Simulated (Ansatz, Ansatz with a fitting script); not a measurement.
An input for Ansatz 0.2.0 (AlN (P6_3mc)):

```yaml
crystal:
  lattice:
    - [3.1640418588, 0.0, 0.0]
    - [-1.5820209294, 2.7401406263, 0.0]
    - [0.0, 0.0, 5.0626702533]
  atoms:
    - { symbol: Al, position: [0.33333333, 0.66666667, 0.0] }
    - { symbol: Al, position: [0.66666667, 0.33333333, 0.5] }
    - { symbol: "N", position: [0.33333333, 0.66666667, 0.38] }
    - { symbol: "N", position: [0.66666667, 0.33333333, 0.88] }
kpoints:
  mp_grid: { grid: [4, 4, 2] }
hamiltonian:
  xc: lda
  pseudopotentials: { kind: nc, xc_functional: pbe }
scf:
  occupations: { method: fixed }
  convergence: { dr2_threshold: 1.0e-09 }
output:
  rpa_energy:
    ecut_chi_ladder: [204, 238, 272, 306, 340]
    long_wavelength: optical_limit
    n_empty_bands: 624
basis:
  ecutwfc: 1240.0
  xc_grid: 3
```

The database entry behind the starting cell differs from later determinations by our own check (inner coordinate u about 0.002 short), so it need not match the best structure at ambient conditions.

```sh
ansatz run input.yaml --threads 8 --pin off --max-ram 18432MiB --backend cpu --events-out ev --progress --plain --runs-dir out
```

**Question.** How long will it take on 8 threads of Arm Neoverse V2, shared host, and how much memory?

It took 2 min; on shared hardware allow 60 s to 4 min. Peak host memory was 9.0 GiB.

[Paths, hosts, dates, memory and timing lines, banners, echoed tables and standing remarks are left out of the program output.]

[Logs are printed without paths, hosts, clocks, repeated set-up lines and the standing remarks that a program may print on its own settings, such as how far it seeks lower states.]

[Runs of the session that timed out or met a known fault of the program may be left out.]

[Hosts, paths, dates, database ids (printed as entryN), source tags and the programs' standing remarks are cut or masked in the printed files.]
